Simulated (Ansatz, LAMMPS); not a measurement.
# Convergence of a linear-scaling basis for 33Li2O-67Al2O3 (mol %) with crystalline order left by the classical run (65 atoms), part 2 of 3

Wanted: errors and times of a linear-scaling basis for 33Li2O-67Al2O3 (mol %) with crystalline order left by the classical run (65 atoms). A setting counts as converged where the r.m.s. difference of forces stays under 1 % of the r.m.s. force.

Ansatz 0.2.0; Kohn-Sham DFT, PBE, PAW (set soft_2), plane waves.

The cell: 10 Li, 20 Al and 35 O. The quench rate of 50 K/ps is orders of magnitude faster than experiment. The starting topology of bonds comes from the classical model. The Brillouin zone is sampled at Γ only, in a cell whose shortest periodic width is 8 Å.

So far. Step 4 (Support functions low): Forces differ from the reference by 0.79 meV/Å r.m.s., 0.096 % of their size, well within a tolerance of 1 %; the energy by -4.1 meV/atom. It took roughly 11 times the reference's time (one timing each, with unlike analyses asked), in 11 cycles against 9.

**5. Support functions medium**

The cell is solved in localised support functions. Besides, the program derives a nominal cutoff of 464 eV for this run, against the reference's 420.

This step: Kohn-Sham DFT, PBE, PAW (set soft_2), localised support functions (medium) (Ansatz 0.2.0).

Contents of input.yaml:

```yaml
crystal:
  lattice:
    - [8.27426, 0.0, 0.0]
    - [0.0, 8.27426, 0.0]
    - [0.0, 0.0, 8.27426]
  atoms:
    [... the 65 atom lines of step 3 ...]
kpoints:
  mp_grid: { grid: [1, 1, 1] }
hamiltonian:
  xc: pbe
scf:
  occupations: { method: fermi_dirac, width: 0.05 }
  eigensolver: { kind: { support_functions: { accuracy: medium } } }
  max_iter: 150
output:
  forces: true
  eigenvalues: true
```

On the command line:

```
$ ansatz run input.yaml --threads 4 --pin off --max-ram 8192MiB --backend cpu --events-out ev --progress --plain --runs-dir out
```

The log of the run:

```text
[...]
Warning: basis.ecutwfc = 464 eV, auto-derived: no grid that the accuracy of the support functions lays serves the files at the lower one that their records recommend; a deck with other species or settings can derive another value
[...]
Crystal: 65 atoms, lattice volume = 566.484 Å³
Basis set: ecut = 464 eV, 12965 PW (Γ), exchange–correlation on 120×120×120 points (8 copies of the dense FFT grid, shifted against one another)
Bands: 180, of which v1, the nominal top of the filled ones, is band 150 counted from 1 (149 counted from 0)
Symmetry: 1 space group operations
k-points: 1
[...]
SCF iter   1: F=—  HF=-32739.297543 eV  |F-HF|=—  |Δ(HF+E_count)|=         —  Δρ=1.28e-1  dr2=9.31e1  ethr=1.00e-1
[...]
SCF iter  11: F=—  HF=-32743.017495 eV  |F-HF|=—  |Δ(HF+E_count)|=   5.69e-4  Δρ=3.10e-5  dr2=4.18e-6  ethr=8.74e-9  κ⁻¹=6.2e-6(r=7)
SCF iter  12: F=-32743.017925 eV  HF=-32743.017925 eV  |F-HF|=2.79e-8  |Δ(HF+E_count)|=   4.30e-4  Δρ=9.33e-6  dr2=6.71e-7  ethr=1.39e-9
SCF 1 converged in 12 iterations: F = -32743.021496 eV  dr2 = 6.71e-7
[...]
SCF converged after 12 iterations
[...]
Free energy (F): -32743.021496 eV
[...]
Internal energy: -32743.021496 eV  (E = F + TS)
E sigma→0 (E₀):  -32743.021496 eV
Fermi energy:    9.016748 eV
[...]
Σ components = -32743.021496   (vs F -32743.021496, Δ=0.00e0)
--- Forces (eV/Å), atoms counted from 1 ---
  atom   1  Li     0.53968057    -0.05214186    -0.51938223
  atom   2  Li     0.06109376     0.38434159     0.12379962
  atom   3  Li    -0.71825481    -0.23745597     0.86912362
  atom   4  Li    -0.52319463    -0.45669437     0.31050772
[...]
atom  65  O      0.27102556     0.06807213     0.23347831
  max |Σ_I F_I| component: 1.57e-3 eV/Å
--- Band table (eV) ---
[...]
```

The job ended after 1.9 min (4 threads of Arm Neoverse N1, shared host; peak memory 2.2 GiB; 7.2 min of CPU time).

Keys that differ from the reference: support_functions.accuracy = "medium" and scf.max_iter = 150.

Forces differ from the reference by 0.78 meV/Å r.m.s., 0.094 % of their size, well within a tolerance of 1 %; the energy by -4.1 meV/atom. It took roughly 13 times the reference's time (one timing each, with unlike analyses asked), in 12 cycles against 9.

**6. Support functions high**

The cell is solved in localised support functions. Besides, the program derives a nominal cutoff of 631 eV for this run, against the reference's 420.

This step: Kohn-Sham DFT, PBE, PAW (set soft_2), localised support functions (high) (Ansatz 0.2.0).

input.yaml, the sections that differ from step 5:

```yaml
scf:
  occupations: { method: fermi_dirac, width: 0.05 }
  eigensolver: { kind: { support_functions: { accuracy: high } } }
  max_iter: 150
# crystal, kpoints, hamiltonian, output: as in step 5
```

The log of the run:

```text
[...]
Crystal: 65 atoms, lattice volume = 566.484 Å³
Basis set: ecut = 631 eV, 20341 PW (Γ), exchange–correlation on 180×180×180 points (8 copies of the dense FFT grid, shifted against one another)
Bands: 180, of which v1, the nominal top of the filled ones, is band 150 counted from 1 (149 counted from 0)
Symmetry: 1 space group operations
k-points: 1
[...]
SCF iter   1: F=—  HF=-32741.077925 eV  |F-HF|=—  |Δ(HF+E_count)|=         —  Δρ=1.28e-1  dr2=9.39e1  ethr=1.00e-1
[...]
SCF iter  19: F=—  HF=-32743.028163 eV  |F-HF|=—  |Δ(HF+E_count)|=   3.34e-7  Δρ=4.76e-8  dr2=1.66e-11  ethr=1.00e-12  κ⁻¹=2.4e-5(r=7)
SCF iter  20: F=-32743.028163 eV  HF=-32743.028163 eV  |F-HF|=7.28e-12  |Δ(HF+E_count)|=   2.77e-7  Δρ=1.90e-8  dr2=3.42e-12  ethr=1.00e-12
SCF 1 converged in 20 iterations: F = -32743.028165 eV  dr2 = 3.42e-12
[...]
SCF converged after 20 iterations
[...]
Free energy (F): -32743.028165 eV
[...]
Internal energy: -32743.028165 eV  (E = F + TS)
E sigma→0 (E₀):  -32743.028165 eV
Fermi energy:    9.017074 eV
[...]
Σ components = -32743.028165   (vs F -32743.028165, Δ=0.00e0)
--- Forces (eV/Å), atoms counted from 1 ---
  atom   1  Li     0.53975473    -0.05201803    -0.51931113
  atom   2  Li     0.06109622     0.38432013     0.12384101
  atom   3  Li    -0.71799639    -0.23741040     0.86920612
  atom   4  Li    -0.52323962    -0.45666727     0.31008642
[...]
atom  65  O      0.27080456     0.06793238     0.23356191
  max |Σ_I F_I| component: 6.29e-5 eV/Å
--- Band table (eV) ---
[...]
```

It took 13 min on 4 threads; peak memory 6.3 GiB.

Keys that differ from the reference: support_functions.accuracy = "high" and scf.max_iter = 150.

Forces differ from the reference by 0.75 meV/Å r.m.s., 0.091 % of their size, well within a tolerance of 1 %; the energy by -4.2 meV/atom. It took roughly 88 times the reference's time (one timing each, with unlike analyses asked), in 20 cycles against 9.

**7. Support functions medium, radius 2.8 Å**

The radius confines each support function; a larger one gives more freedom and more work per atom.

This step: Kohn-Sham DFT, PBE, PAW (set soft_2), localised support functions (medium) (Ansatz 0.2.0).

input.yaml, the sections that differ from step 6:

```yaml
scf:
  occupations: { method: fermi_dirac, width: 0.05 }
  eigensolver: { kind: { support_functions: { accuracy: medium, radius: 2.8 } } }
  max_iter: 150
# crystal, kpoints, hamiltonian, output: as in step 6
```

The log of the run:

```text
Warning: scf.eigensolver.kind.support_functions: disabling space-group detection — the functions' gradient is summed over unrotated k-points, so no spatial operation reduces the k-mesh or symmetrises the density; time reversal is kept, so that k and −k are solved as one point where they differ and the mesh holds both, and exact exchange and, on two spinor components, a DFT+U term hold to it where the run has them: [...]
Warning: basis.ecutwfc = 464 eV, auto-derived: no grid that the accuracy of the support functions lays serves the files at the lower one that their records recommend; a deck with other species or settings can derive another value
settings of this run that can trade accuracy for cost: scf.eigensolver.kind.support_functions [...]
Engine: ansatz 0.2.0, aarch64-unknown-linux-gnu
Pseudopotentials: kind: paw
Pseudopotential: Li, paw, valence charge 3, recommended cutoff 420 eV (normal), Li.paw.azcp
Pseudopotential: Al, paw, valence charge 3, recommended cutoff 420 eV (normal), Al.paw.azcp
Pseudopotential: O, paw, valence charge 6, recommended cutoff 420 eV (normal), O.paw.azcp
[... 5 lines on functional and potentials left out ...]
Error: SCF: the radius of support functions is under 3.13 Å, the least for these sites at the functions' level (scf.eigensolver.kind.support_functions.accuracy). Use scf.eigensolver.kind: auto, or type scf.eigensolver.kind.support_functions.radius at least as long, [...]
```

Wall time 7 s (4 threads); peak memory 0.21 GiB.

The program refuses radii under 3.13 Å for these atoms at this level.

**8. Support functions medium, radius 3.19 Å**

The radius confines each support function; a larger one gives more freedom and more work per atom. Besides, the program derives a nominal cutoff of 464 eV for this run, against the reference's 420.

input.yaml, the sections that differ from step 7:

```yaml
scf:
  occupations: { method: fermi_dirac, width: 0.05 }
  eigensolver: { kind: { support_functions: { accuracy: medium, radius: 3.19 } } }
  max_iter: 150
# crystal, kpoints, hamiltonian, output: as in step 7
```

The log of the run:

```text
[...]
Crystal: 65 atoms, lattice volume = 566.484 Å³
Basis set: ecut = 464 eV, 12965 PW (Γ), exchange–correlation on 120×120×120 points (8 copies of the dense FFT grid, shifted against one another)
Bands: 180, of which v1, the nominal top of the filled ones, is band 150 counted from 1 (149 counted from 0)
Symmetry: 1 space group operations
k-points: 1
[...]
SCF iter   1: F=—  HF=-32738.167043 eV  |F-HF|=—  |Δ(HF+E_count)|=         —  Δρ=1.28e-1  dr2=9.30e1  ethr=1.00e-1
[...]
SCF iter  11: F=—  HF=-32743.014408 eV  |F-HF|=—  |Δ(HF+E_count)|=   8.92e-4  Δρ=3.10e-5  dr2=4.00e-6  ethr=8.37e-9  κ⁻¹=6.6e-6(r=7)
SCF iter  12: F=-32743.015087 eV  HF=-32743.015087 eV  |F-HF|=1.36e-8  |Δ(HF+E_count)|=   6.79e-4  Δρ=8.96e-6  dr2=6.37e-7  ethr=1.33e-9
SCF 1 converged in 12 iterations: F = -32743.021496 eV  dr2 = 6.37e-7
[...]
SCF converged after 12 iterations
[...]
Free energy (F): -32743.021496 eV
[...]
Internal energy: -32743.021496 eV  (E = F + TS)
E sigma→0 (E₀):  -32743.021496 eV
Fermi energy:    9.016760 eV
[...]
Σ components = -32743.021496   (vs F -32743.021496, Δ=0.00e0)
--- Forces (eV/Å), atoms counted from 1 ---
  atom   1  Li     0.53969400    -0.05207420    -0.51943824
  atom   2  Li     0.06116210     0.38435807     0.12382337
  atom   3  Li    -0.71829730    -0.23731929     0.86905227
  atom   4  Li    -0.52321083    -0.45668052     0.31049499
[...]
atom  65  O      0.27113285     0.06801854     0.23348927
  max |Σ_I F_I| component: 1.66e-3 eV/Å
--- Band table (eV) ---
[...]
```

Elapsed: 1.7 min, on 4 threads; peak memory 2 GiB; 6.6 min of CPU time.

Keys that differ from the reference: support_functions.accuracy = "medium", support_functions.radius = 3.19 and scf.max_iter = 150.

Forces differ from the reference by 0.79 meV/Å r.m.s., 0.095 % of their size, well within a tolerance of 1 %; the energy by -4.1 meV/atom. It took roughly 12 times the reference's time (one timing each, with unlike analyses asked), in 12 cycles against 9.

**9. Support functions medium, radius 3.42 Å**

The radius confines each support function; a larger one gives more freedom and more work per atom. Besides, the program derives a nominal cutoff of 464 eV for this run, against the reference's 420.

input.yaml, the sections that differ from step 8:

```yaml
scf:
  occupations: { method: fermi_dirac, width: 0.05 }
  eigensolver: { kind: { support_functions: { accuracy: medium, radius: 3.42 } } }
  max_iter: 150
# crystal, kpoints, hamiltonian, output: as in step 8
```

The log of the run:

```text
[...]
Crystal: 65 atoms, lattice volume = 566.484 Å³
Basis set: ecut = 464 eV, 12965 PW (Γ), exchange–correlation on 120×120×120 points (8 copies of the dense FFT grid, shifted against one another)
Bands: 180, of which v1, the nominal top of the filled ones, is band 150 counted from 1 (149 counted from 0)
Symmetry: 1 space group operations
k-points: 1
[...]
SCF iter   1: F=—  HF=-32740.180635 eV  |F-HF|=—  |Δ(HF+E_count)|=         —  Δρ=1.28e-1  dr2=9.32e1  ethr=1.00e-1
[...]
SCF iter  11: F=—  HF=-32743.019741 eV  |F-HF|=—  |Δ(HF+E_count)|=   2.93e-4  Δρ=2.75e-5  dr2=3.87e-6  ethr=8.74e-9  κ⁻¹=6.3e-6(r=7)
SCF iter  12: F=-32743.019959 eV  HF=-32743.019959 eV  |F-HF|=6.15e-8  |Δ(HF+E_count)|=   2.18e-4  Δρ=9.55e-6  dr2=6.84e-7  ethr=1.29e-9
SCF 1 converged in 12 iterations: F = -32743.021496 eV  dr2 = 6.84e-7
[...]
SCF converged after 12 iterations
[...]
Free energy (F): -32743.021496 eV
[...]
Internal energy: -32743.021496 eV  (E = F + TS)
E sigma→0 (E₀):  -32743.021496 eV
Fermi energy:    9.016733 eV
[...]
Σ components = -32743.021496   (vs F -32743.021496, Δ=0.00e0)
--- Forces (eV/Å), atoms counted from 1 ---
  atom   1  Li     0.53976499    -0.05208861    -0.51940543
  atom   2  Li     0.06110461     0.38431859     0.12376538
  atom   3  Li    -0.71824341    -0.23747427     0.86914476
  atom   4  Li    -0.52320032    -0.45674122     0.31041700
[...]
atom  65  O      0.27100623     0.06799199     0.23344105
  max |Σ_I F_I| component: 9.57e-4 eV/Å
--- Band table (eV) ---
[...]
```

Run time: 2.1 min. Hardware: 4 threads; peak memory 2.4 GiB; 8.1 min of CPU time.

Keys that differ from the reference: support_functions.accuracy = "medium", support_functions.radius = 3.42 and scf.max_iter = 150.

Forces differ from the reference by 0.78 meV/Å r.m.s., 0.094 % of their size, well within a tolerance of 1 %; the energy by -4.1 meV/atom. It took roughly 14 times the reference's time (one timing each, with unlike analyses asked), in 12 cycles against 9.

**10. Support functions medium, radius 3.62 Å**

The radius confines each support function; a larger one gives more freedom and more work per atom. Besides, the program derives a nominal cutoff of 464 eV for this run, against the reference's 420.

input.yaml, the sections that differ from step 9:

```yaml
scf:
  occupations: { method: fermi_dirac, width: 0.05 }
  eigensolver: { kind: { support_functions: { accuracy: medium, radius: 3.62 } } }
  max_iter: 150
# crystal, kpoints, hamiltonian, output: as in step 9
```

The log of the run:

```text
[...]
Crystal: 65 atoms, lattice volume = 566.484 Å³
Basis set: ecut = 464 eV, 12965 PW (Γ), exchange–correlation on 120×120×120 points (8 copies of the dense FFT grid, shifted against one another)
Bands: 180, of which v1, the nominal top of the filled ones, is band 150 counted from 1 (149 counted from 0)
Symmetry: 1 space group operations
k-points: 1
[...]
SCF iter   1: F=—  HF=-32740.836555 eV  |F-HF|=—  |Δ(HF+E_count)|=         —  Δρ=1.28e-1  dr2=9.35e1  ethr=1.00e-1
[...]
SCF iter  11: F=—  HF=-32743.021207 eV  |F-HF|=—  |Δ(HF+E_count)|=   7.36e-5  Δρ=2.50e-5  dr2=3.54e-6  ethr=8.38e-9  κ⁻¹=6.9e-6(r=7)
SCF iter  12: F=-32743.021259 eV  HF=-32743.021259 eV  |F-HF|=7.58e-8  |Δ(HF+E_count)|=   5.25e-5  Δρ=9.78e-6  dr2=6.80e-7  ethr=1.18e-9
SCF 1 converged in 12 iterations: F = -32743.021496 eV  dr2 = 6.80e-7
[...]
SCF converged after 12 iterations
[...]
Free energy (F): -32743.021496 eV
[...]
Internal energy: -32743.021496 eV  (E = F + TS)
E sigma→0 (E₀):  -32743.021496 eV
Fermi energy:    9.016726 eV
[...]
Σ components = -32743.021496   (vs F -32743.021496, Δ=0.00e0)
--- Forces (eV/Å), atoms counted from 1 ---
  atom   1  Li     0.53973482    -0.05207725    -0.51934699
  atom   2  Li     0.06108779     0.38433397     0.12372996
  atom   3  Li    -0.71819330    -0.23752827     0.86916371
  atom   4  Li    -0.52321944    -0.45673298     0.31040960
[...]
atom  65  O      0.27099960     0.06807202     0.23340959
  max |Σ_I F_I| component: 7.22e-4 eV/Å
--- Band table (eV) ---
[...]
```

Run time: 2.5 min. Hardware: 4 threads; peak memory 2.6 GiB; 9.8 min of CPU time.

Keys that differ from the reference: support_functions.accuracy = "medium", support_functions.radius = 3.62 and scf.max_iter = 150.

Forces differ from the reference by 0.78 meV/Å r.m.s., 0.094 % of their size, well within a tolerance of 1 %; the energy by -4.1 meV/atom. It took roughly 17 times the reference's time (one timing each, with unlike analyses asked), in 12 cycles against 9.

**11. Support functions medium, radius 3.95 Å**

The radius confines each support function; a larger one gives more freedom and more work per atom. Besides, the program derives a nominal cutoff of 464 eV for this run, against the reference's 420.

input.yaml, the sections that differ from step 10:

```yaml
scf:
  occupations: { method: fermi_dirac, width: 0.05 }
  eigensolver: { kind: { support_functions: { accuracy: medium, radius: 3.95 } } }
  max_iter: 150
# crystal, kpoints, hamiltonian, output: as in step 10
```

The log of the run:

```text
[...]
Crystal: 65 atoms, lattice volume = 566.484 Å³
Basis set: ecut = 464 eV, 12965 PW (Γ), exchange–correlation on 120×120×120 points (8 copies of the dense FFT grid, shifted against one another)
Bands: 180, of which v1, the nominal top of the filled ones, is band 150 counted from 1 (149 counted from 0)
Symmetry: 1 space group operations
k-points: 1
[...]
SCF iter   1: F=—  HF=-32741.055231 eV  |F-HF|=—  |Δ(HF+E_count)|=         —  Δρ=1.28e-1  dr2=9.39e1  ethr=1.00e-1
[...]
SCF iter  11: F=—  HF=-32743.021494 eV  |F-HF|=—  |Δ(HF+E_count)|=   2.41e-7  Δρ=2.72e-5  dr2=3.62e-6  ethr=8.83e-9  κ⁻¹=8.6e-6(r=7)
SCF iter  12: F=-32743.021495 eV  HF=-32743.021495 eV  |F-HF|=7.10e-8  |Δ(HF+E_count)|=   1.45e-6  Δρ=9.54e-6  dr2=6.21e-7  ethr=1.21e-9
SCF 1 converged in 12 iterations: F = -32743.021496 eV  dr2 = 6.21e-7
[...]
SCF converged after 12 iterations
[...]
Free energy (F): -32743.021496 eV
[...]
Internal energy: -32743.021496 eV  (E = F + TS)
E sigma→0 (E₀):  -32743.021496 eV
Fermi energy:    9.016738 eV
[...]
Σ components = -32743.021496   (vs F -32743.021496, Δ=0.00e0)
--- Forces (eV/Å), atoms counted from 1 ---
  atom   1  Li     0.53974960    -0.05209369    -0.51934568
  atom   2  Li     0.06108660     0.38435385     0.12375047
  atom   3  Li    -0.71819129    -0.23753828     0.86917308
  atom   4  Li    -0.52322490    -0.45671570     0.31038532
[...]
atom  65  O      0.27101740     0.06804903     0.23341783
  max |Σ_I F_I| component: 8.07e-4 eV/Å
--- Band table (eV) ---
[...]
```

Run time: 3.4 min. Hardware: 4 threads; peak memory 3.1 GiB; 13 min of CPU time.

Keys that differ from the reference: support_functions.accuracy = "medium", support_functions.radius = 3.95 and scf.max_iter = 150.

Forces differ from the reference by 0.78 meV/Å r.m.s., 0.094 % of their size, well within a tolerance of 1 %; the energy by -4.1 meV/atom. It took roughly 23 times the reference's time (one timing each, with unlike analyses asked), in 12 cycles against 9.

[end of part 2 of 3]

[Long decimals in the printed logs are rounded to 6 places.]

[Logs are printed without paths, hosts, clocks, repeated set-up lines and the standing remarks that a program may print on its own settings, such as how far it seeks lower states.]

[Hosts, paths, dates, database ids (printed as entryN), source tags and the programs' standing remarks are cut or masked in the printed files.]
